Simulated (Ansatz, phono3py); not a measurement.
# KBr (Fm-3m): lattice thermal conductivity, part 3 of 4

How well does the lattice of KBr conduct heat?

Measurements to reproduce:
- thermal conductivity 3.4 W/m/K near room temperature (given in “Combining the AFLOW GIBBS and Elastic Libraries to efficiently and robustly screen thermo-mechanical properties of solids”, 2017, arXiv:1611.05714)
- thermal conductivity 3.4 W/m/K near room temperature (given in “Predicting the lattice thermal conductivity of solids by solving the Boltzmann transport equation: AFLOW - AAPL an automated, accurate and efficient framework”, 2017, arXiv:1611.05481)

Ansatz 0.2.0; DFT LDA, scalar-relativistic, plane waves, PAW.

So far. Step 2 (A first coarse run): The start is under -1.6 GPa at this level and looks like an insulator or semiconductor on this mesh. Step 5 (Tight relaxation): The residual pressure is 1.0e-4 GPa, small enough for phonons. The relaxed cell has a = 6.372 Å (conventional setting).

### Step 6. A cheap rung, k-mesh 6×6×6, q-mesh of the transport sums 11×11×11

A small supercell and a short cutoff cost little, and show how far such settings carry.

File input.yaml:

```yaml
crystal:
  lattice:
    - [0.0, 3.1858005734, 3.1858005734]
    - [3.1858005734, 0.0, 3.1858005734]
    - [3.1858005734, 3.1858005734, 0.0]
  atoms:
    - { symbol: K, position: [0.0, 0.0, 0.0] }
    - { symbol: Br, position: [0.5, 0.5, 0.5] }
kpoints:
  mp_grid: { grid: [6, 6, 6] }
hamiltonian:
  xc: lda
scf:
  occupations: { method: fixed }
output:
  eigenvalues: true
phonons:
  method: fd
  dielectric: true
  supercell: [2, 2, 2]
  temperatures: { t_max: 1000, t_step: 50 }
  qpath:
    path:
      - [[0.0, 0.0, 0.0], [0.5, 0.0, 0.5], [0.625, 0.25, 0.625]]
      - [[0.375, 0.375, 0.75], [0.0, 0.0, 0.0], [0.5, 0.5, 0.5], [0.5, 0.25, 0.75], [0.5, 0.0, 0.5]]
    npoints: 10
  third_order: { supercell: [2, 2, 2], pair_cutoff: 3.336 }
  lattice_thermal_conductivity:
    qmesh: [11, 11, 11]
    temperatures: [100.0, 150.0, 200.0, 300.0, 400.0, 500.0]
    isotope_mass_variance:
      - { species: Br, variance: 0.0001563 }
      - { species: K, variance: 0.000164 }
```

The run is started by

```
$ ansatz run input.yaml --threads 4 --pin off --max-ram 16384MiB --backend cpu --events-out ev --progress --plain --runs-dir out
```

Numbers of over 12 decimals in the logs are rounded to 6 here.

Output:

```text
Warning: phonons.dielectric: true without phonons.rigid_motions: the static dielectric tensor ε⁰ will be withheld (ε∞, Z* and the rows of modes are given); for a crystal or a slab, whose only rigid motions are the translations, set phonons.rigid_motions: translations
[...]
Crystal: 16 atoms, lattice volume = 517.340 Å³
Basis set: ecut = 420 eV, 10081 PW (Γ)
Bands: 80, of which v1, the nominal top of the filled ones, is band 64 counted from 1 (63 counted from 0)
Symmetry: 384 space group operations
k-points: 4 of 27
[...]
SCF iter   1: F=—  HF=-33549.103536 eV  |F-HF|=—  |Δ(HF+E_count)|=         —  Δρ=9.67e-9  dr2=4.68e-13  ethr=1.00e-12  ⟨swp⟩=3.0  Hψ=800  notcnv=0
[...]
SCF iter   2: F=-33549.103536 eV  HF=-33549.103536 eV  |F-HF|=0.00e0  |Δ(HF+E_count)|=  1.46e-11  Δρ=2.88e-9  dr2=3.05e-14  ethr=1.00e-12  ⟨swp⟩=2.5  Hψ=596  notcnv=0
SCF 1 converged in 2 iterations: F = -33549.103536 eV  dr2 = 3.05e-14
[...]
Crystal: 2 atoms, lattice volume = 64.667 Å³
Basis set: ecut = 420 eV, 1243 PW (Γ), exchange–correlation on 64×64×64 points (8 copies of the dense FFT grid, shifted against one another)
Bands: 12, of which v1, the nominal top of the filled ones, is band 8 counted from 1 (7 counted from 0)
Symmetry: 48 space group operations
k-points: 30 of 216 (irreducible under 8 space group operations, time reversal used)
[...]
SCF iter   3: F=-4193.637941 eV  HF=-4193.637941 eV  |F-HF|=1.18e-11  |Δ(HF+E_count)|=  6.37e-12  Δρ=3.96e-7  dr2=2.99e-11  ethr=1.00e-12  ⟨swp⟩=1.0  Hψ=840  notcnv=0
SCF 2 converged in 3 iterations: F = -4193.637941 eV  dr2 = 2.99e-11
[...]
NSCF: frozen V_eff on 2 k-points
DFPT response loops at Γ: preconditioner auto → none (the input reference at scf.mixing.eps_inf says where Resta's filter doesn't serve); β = 0.50; Broyden in place of MSR1
Symmetry: 8 space group operations
k-points: 6 of 27 (time reversal used)
[...]
SCF iter   6: F=-33549.103530 eV  HF=-33549.103530 eV  |F-HF|=2.18e-11  |Δ(HF+E_count)|=  4.37e-11  Δρ=2.64e-8  dr2=4.72e-12  ethr=1.00e-12  ⟨swp⟩=5.0  Hψ=2300  notcnv=0
SCF 3 converged in 6 iterations: F = -33549.103530 eV  dr2 = 4.72e-12
[...]
SCF iter   6: F=-33549.103530 eV  HF=-33549.103530 eV  |F-HF|=7.28e-12  |Δ(HF+E_count)|=  1.46e-11  Δρ=1.59e-8  dr2=1.89e-12  ethr=1.00e-12  ⟨swp⟩=5.2  Hψ=1996  notcnv=0
SCF 4 converged in 6 iterations: F = -33549.103530 eV  dr2 = 1.89e-12
[...]
Symmetry: 96 space group operations
k-points: 6 of 27
[...]
SCF iter   3: F=-33549.103536 eV  HF=-33549.103536 eV  |F-HF|=2.18e-11  |Δ(HF+E_count)|=  1.46e-11  Δρ=1.24e-7  dr2=3.20e-11  ethr=1.00e-12  ⟨swp⟩=1.2  Hψ=926  notcnv=0
SCF 5 converged in 3 iterations: F = -33549.103536 eV  dr2 = 3.20e-11
Symmetry: 6 space group operations
[...]
SCF iter   8: F=-33549.102572 eV  HF=-33549.102572 eV  |F-HF|=7.28e-12  |Δ(HF+E_count)|=  2.47e-10  Δρ=4.58e-8  dr2=2.18e-11  ethr=1.00e-12  ⟨swp⟩=4.0  Hψ=1367  notcnv=0
SCF 6 converged in 8 iterations: F = -33549.102572 eV  dr2 = 2.18e-11
Symmetry: 2 space group operations
k-points: 10 of 27 (time reversal used)
[...]
SCF iter   7: F=-33549.100490 eV  HF=-33549.100490 eV  |F-HF|=2.18e-11  |Δ(HF+E_count)|=  7.93e-10  Δρ=1.29e-7  dr2=8.68e-11  ethr=1.00e-12  ⟨swp⟩=4.0  Hψ=2665  notcnv=0
SCF 7 converged in 7 iterations: F = -33549.100490 eV  dr2 = 8.68e-11
[...]
SCF iter   7: F=-33549.102721 eV  HF=-33549.102721 eV  |F-HF|=3.93e-10  |Δ(HF+E_count)|=  4.51e-10  Δρ=2.09e-7  dr2=5.60e-10  ethr=1.00e-12  ⟨swp⟩=4.0  Hψ=2680  notcnv=0
SCF 8 converged in 7 iterations: F = -33549.102721 eV  dr2 = 5.60e-10
Symmetry: 1 space group operations
k-points: 14 of 27 (time reversal used)
[...]
SCF iter   6: F=-33549.101676 eV  HF=-33549.101676 eV  |F-HF|=1.31e-10  |Δ(HF+E_count)|=   1.03e-8  Δρ=3.51e-7  dr2=8.08e-10  ethr=1.00e-12  ⟨swp⟩=3.2  Hψ=4567  notcnv=0
SCF 9 converged in 6 iterations: F = -33549.101676 eV  dr2 = 8.08e-10
[...]
SCF 10 converged in 6 iterations: F = -33549.102025 eV  dr2 = 8.90e-10
[...]
SCF 11 converged in 7 iterations: F = -33549.101213 eV  dr2 = 2.85e-10
[...]
SCF 12 converged in 6 iterations: F = -33549.101631 eV  dr2 = 7.85e-10
[...]
SCF 13 converged in 7 iterations: F = -33549.102056 eV  dr2 = 4.76e-11
[...]
SCF 14 converged in 6 iterations: F = -33549.101676 eV  dr2 = 9.84e-10
[...]
SCF 15 converged in 6 iterations: F = -33549.101625 eV  dr2 = 8.54e-10
[...]
SCF 16 converged in 7 iterations: F = -33549.101309 eV  dr2 = 1.95e-10
[...]
SCF 17 converged in 6 iterations: F = -33549.102617 eV  dr2 = 2.93e-10
[...]
SCF iter   6: F=-33549.100631 eV  HF=-33549.100631 eV  |F-HF|=5.09e-11  |Δ(HF+E_count)|=   4.15e-9  Δρ=2.52e-7  dr2=5.28e-10  ethr=1.00e-12  ⟨swp⟩=4.7  Hψ=2726  notcnv=0
SCF 18 converged in 6 iterations: F = -33549.100631 eV  dr2 = 5.28e-10
[...]
SCF iter   6: F=-33549.102759 eV  HF=-33549.102759 eV  |F-HF|=4.37e-11  |Δ(HF+E_count)|=   3.00e-9  Δρ=2.47e-7  dr2=3.15e-10  ethr=1.00e-12  ⟨swp⟩=4.4  Hψ=2681  notcnv=0
SCF 19 converged in 6 iterations: F = -33549.102759 eV  dr2 = 3.15e-10
[...]
SCF iter   6: F=-33549.101676 eV  HF=-33549.101676 eV  |F-HF|=1.09e-10  |Δ(HF+E_count)|=   9.66e-9  Δρ=3.46e-7  dr2=8.05e-10  ethr=1.00e-12  ⟨swp⟩=3.6  Hψ=4779  notcnv=0
SCF 20 converged in 6 iterations: F = -33549.101676 eV  dr2 = 8.05e-10
[...]
SCF iter   6: F=-33549.102057 eV  HF=-33549.102057 eV  |F-HF|=3.06e-10  |Δ(HF+E_count)|=   8.54e-9  Δρ=3.46e-7  dr2=9.56e-10  ethr=1.00e-12  ⟨swp⟩=3.2  Hψ=3448  notcnv=0
SCF 21 converged in 6 iterations: F = -33549.102057 eV  dr2 = 9.56e-10
[...]
SCF iter   7: F=-33549.101310 eV  HF=-33549.101310 eV  |F-HF|=2.18e-11  |Δ(HF+E_count)|=  3.49e-10  Δρ=1.11e-7  dr2=8.99e-11  ethr=1.00e-12  ⟨swp⟩=4.0  Hψ=2654  notcnv=0
SCF 22 converged in 7 iterations: F = -33549.101310 eV  dr2 = 8.99e-11
[...]
SCF iter   6: F=-33549.101624 eV  HF=-33549.101624 eV  |F-HF|=9.46e-11  |Δ(HF+E_count)|=   1.02e-8  Δρ=3.18e-7  dr2=8.16e-10  ethr=1.00e-12  ⟨swp⟩=3.4  Hψ=4646  notcnv=0
SCF 23 converged in 6 iterations: F = -33549.101624 eV  dr2 = 8.16e-10
[...]
SCF iter   6: F=-33549.102025 eV  HF=-33549.102025 eV  |F-HF|=2.11e-10  |Δ(HF+E_count)|=   8.63e-9  Δρ=3.53e-7  dr2=9.09e-10  ethr=1.00e-12  ⟨swp⟩=3.5  Hψ=3412  notcnv=0
SCF 24 converged in 6 iterations: F = -33549.102025 eV  dr2 = 9.09e-10
[...]
SCF iter   6: F=-33549.101676 eV  HF=-33549.101676 eV  |F-HF|=1.53e-10  |Δ(HF+E_count)|=   8.91e-9  Δρ=3.35e-7  dr2=8.41e-10  ethr=1.00e-12  ⟨swp⟩=3.4  Hψ=4754  notcnv=0
SCF 25 converged in 6 iterations: F = -33549.101676 eV  dr2 = 8.41e-10
[...]
SCF iter   6: F=-33549.101632 eV  HF=-33549.101632 eV  |F-HF|=2.84e-10  |Δ(HF+E_count)|=   9.52e-9  Δρ=3.39e-7  dr2=9.47e-10  ethr=1.00e-12  ⟨swp⟩=3.7  Hψ=4721  notcnv=0
SCF 26 converged in 6 iterations: F = -33549.101632 eV  dr2 = 9.47e-10
[...]
SCF iter   6: F=-33549.101212 eV  HF=-33549.101212 eV  |F-HF|=1.16e-10  |Δ(HF+E_count)|=   9.09e-9  Δρ=3.20e-7  dr2=7.84e-10  ethr=1.00e-12  ⟨swp⟩=3.6  Hψ=3394  notcnv=0
SCF 27 converged in 6 iterations: F = -33549.101212 eV  dr2 = 7.84e-10
SCF converged after 2 iterations
Free energy (F): -33549.103536 eV
[...]
Internal energy: -33549.103536 eV  (E = F + TS)
E sigma→0 (E₀):  -33549.103536 eV
Fermi energy:    1.555280 eV
[...]
--- Band table (eV) ---
  k-point 0: bands = [... 60 lower, 1.2212, 1.5553, 1.5553, 1.5553, 5.8763, 6.9713, 6.9713, 6.9713, ... 12 higher]
  k-point 1: bands = [... 60 lower, 1.2071, 1.2071, 1.4327, 1.4327, 6.6261, 7.4681, 7.4681, 7.4681, ... 12 higher]
  k-point 2: bands = [... 60 lower, 1.2838, 1.2838, 1.4482, 1.4482, 6.7707, 7.3058, 7.8303, 7.8303, ... 12 higher]
  k-point 3: bands = [... 60 lower, 1.2617, 1.2922, 1.2922, 1.3109, 7.4831, 7.7045, 7.7045, 8.1000, ... 12 higher]
--- Phonons: 2 displaced members + reference (amplitude 0.0025 Å, Σ member SCF iterations 12) ---
  symmetry images taken by strict's conditions (phonons.symmetry_images: auto; settled by no image being taken that strict refuses); asymmetry of the core-correction force 8.9e-14 eV/Å at the most on a site, 6.3e-13 eV/Å summed over every site of the supercell
  ASR residual: 4.376e-4 → 0.000e0 eV/Å²; symmetrization residual: 4.536e-5 eV/Å²
  largest component of a force at the reference: 1.5e-28 eV/Å
  ASR residual per site (eV/Å²): 4.38e-4 1.59e-4
  Γ frequencies (cm⁻¹): 0.00 0.00 0.00 129.93 129.93 129.93
  Unit cell's response to a homogeneous field, on a k mesh of 6×6×6: 1 representative field direction (Σ response iterations 7)
  ε∞ (high-frequency dielectric tensor):
        2.758117    -0.000000    -0.000000
        0.000000     2.758117    -0.000000
       -0.000000     0.000000     2.758117
  ε⁰ (static dielectric tensor): not given — the deck does not say what the cell's rigid motions are, and on a molecule in a box or a wire the rigid rotations would enter the sum over the modes at Γ. For a crystal or a slab, whose only rigid motions are the translations, set phonons.rigid_motions: translations.
  Born effective charges Z* (e; rows j = field, columns β = displacement):
    site 0:
         1.10158    0.00000   -0.00000
        -0.00000    1.10158   -0.00000
        -0.00000   -0.00000    1.10158
    site 1:
        -1.10158   -0.00000    0.00000
         0.00000   -1.10158    0.00000
         0.00000    0.00000   -1.10158
  Z* charge neutrality: 3.484e-5 e pre-enforcement
  k-mesh period / interband length: 27.0 Å / 1.47 Å = 18.45 at k = (0.0000, 0.0000, 0.0000), direct gap 4.321 eV — 14 or more, which is no proof of convergence
  optical modes at Γ without the LO–TO term, one row a degenerate level:
      ω (cm⁻¹)  modes    IR ((D/Å)²/amu)
        129.93      3             3.1992
  optical modes at Γ + LO–TO along q̂ = [1.0000, 0.0000, 0.0000]:
      ω (cm⁻¹)  modes    IR ((D/Å)²/amu)
        129.93      2             2.1328
        172.15      1             1.0664
  optical modes at Γ + LO–TO along q̂ = [0.0000, 1.0000, 0.0000]:
      ω (cm⁻¹)  modes    IR ((D/Å)²/amu)
        129.93      2             2.1328
        172.15      1             1.0664
  optical modes at Γ + LO–TO along q̂ = [0.0000, 0.0000, 1.0000]:
      ω (cm⁻¹)  modes    IR ((D/Å)²/amu)
        129.93      2             2.1328
        172.15      1             1.0664
  density of states and harmonic sums: on the 18×18×18 q-mesh, interpolated from the force constants of a 2×2×2 supercell (with the dipole–dipole term)
  largest difference from the sums on the solved wave vectors: F 8.67e-2 eV, S 1.19e-4 and C_V 3.22e-5 eV/K
  zero-point energy: 0.036791 eV/cell   skipped modes (ω ≤ 0): 3   left out of the sums: 8.57e-5 of the cell's modes: C_V's classical limit lies that fraction below 3 k_B per atom; for a crystal, a wire or a layer, F and S can be off by more, and a phonons.interpolated_qmesh denser along its periods is the remedy for the sampling
--- Third-order force constants: 22 member SCFs in a 2×2×2 supercell (pair cutoff 3.336 Å, amplitude 0.03 Å, SCF threshold 1.00e-9 eV, Σ member SCF iterations 140) ---
[...]
38 force-constant blocks with the first atom in the home cell, fitted with 6 parameters over 4 symmetry orbits; no atom triplet left out
  sum-rule residual: 9.510e-2 → 1.110e-16 eV/Å³; symmetrization residual: 4.659e-3 eV/Å³; largest sum-rule correction relative to its orbit: 3.088e-2, on the orbit of the block of home site 0 with site 1 of cell (-1, -1, 0) and site 0 of cell (0, 0, 0), whose norm before the correction was 4.205e0 eV/Å³
--- Lattice thermal conductivity: 11×11×11 mesh (56 irreducible points), tetrahedron method ---
  three-phonon and isotope scattering only; four-phonon, boundary and, in a metal, phonon-electron scattering are left out
  each conductivity is what the modes' populations carry and what the coherences between them add
  conductivity (a third of the tensor's trace), W/(m K), in the relaxation-time approximation and from the full solution:
       T (K)   relaxation time   full solution  iterations             ending  least Ritz value
      100.00           15.0783         15.0877           8          converged          6.606e-1
      150.00            9.7109          9.7240           8          converged          6.519e-1
      200.00            7.2180          7.2313           8          converged          6.479e-1
      300.00            4.8078          4.8194           8          converged          6.440e-1
      400.00            3.6249          3.6347           8          converged          6.422e-1
      500.00            2.9211          2.9295           8          converged          6.411e-1
```

Run time: 3.4 min. Hardware: 4 threads of Arm Neoverse V1, shared host; peak memory 1.3 GiB; 13 min of CPU time.

This step gave:

```yaml
gamma_frequencies: 0, 0, 0, 129.9, 129.9, 129.9 cm⁻¹ (negative: imaginary)
lowest_frequency_on_the_path: 0 cm⁻¹
zero_point_energy: 0.03679 eV/cell
point_group: m-3m
highest_frequency: 172.1 cm⁻¹
debye_temperature_from_the_second_moment: 197 K
kappa_at_300_k_relaxation_time: 4.808 W/m/K
kappa_at_300_k_full_solution: 4.819 W/m/K
dipole_term: run
mean_free_path_at_half_of_kappa: 17.2 nm
share_of_kappa_above_the_three_lowest_branches: 0.059
third_order_blocks: 38
periodic_aliases_dropped: 0
largest_relative_sum_rule_correction: 0.03088
displaced_cells_third_order: 22
```

W/m/K. Kappa, by row:

```
T (K)  RTA xx  RTA yy  RTA zz  full xx  full yy  full zz  coherence part xx  coherence part yy  coherence part zz     ending  iterations  least Ritz value
  100   15.08   15.08   15.08    15.09    15.09    15.09            0.02061            0.02061            0.02061  converged           8             0.661
  150   9.711   9.711   9.711    9.724    9.724    9.724            0.03114            0.03114            0.03114  converged           8             0.652
  200   7.218   7.218   7.218    7.231    7.231    7.231             0.0396             0.0396             0.0396  converged           8             0.648
  300   4.808   4.808   4.808    4.819    4.819    4.819            0.05311            0.05311            0.05311  converged           8             0.644
  400   3.625   3.625   3.625    3.635    3.635    3.635            0.06396            0.06396            0.06396  converged           8             0.642
  500   2.921   2.921   2.921    2.929    2.929    2.929            0.07311            0.07311            0.07311  converged           8             0.641
```

This rung gives 4.81 W/(m K) at 300 K by relaxation time, but with 16 atoms, 1 neighbour distance inside the cutoff and a 11×11×11 mesh it is a test, not the conductivity of the crystal.

(Part 3 of 4 ends here.)

[Logs are printed without paths, hosts, clocks, repeated set-up lines and the standing remarks that a program may print on its own settings, such as how far it seeks lower states.]

[Hosts, paths, dates, database ids (printed as entryN), source tags and the programs' standing remarks are cut or masked in the printed files.]

[A step with changed settings may run another functional than the one named; its input shows which.]
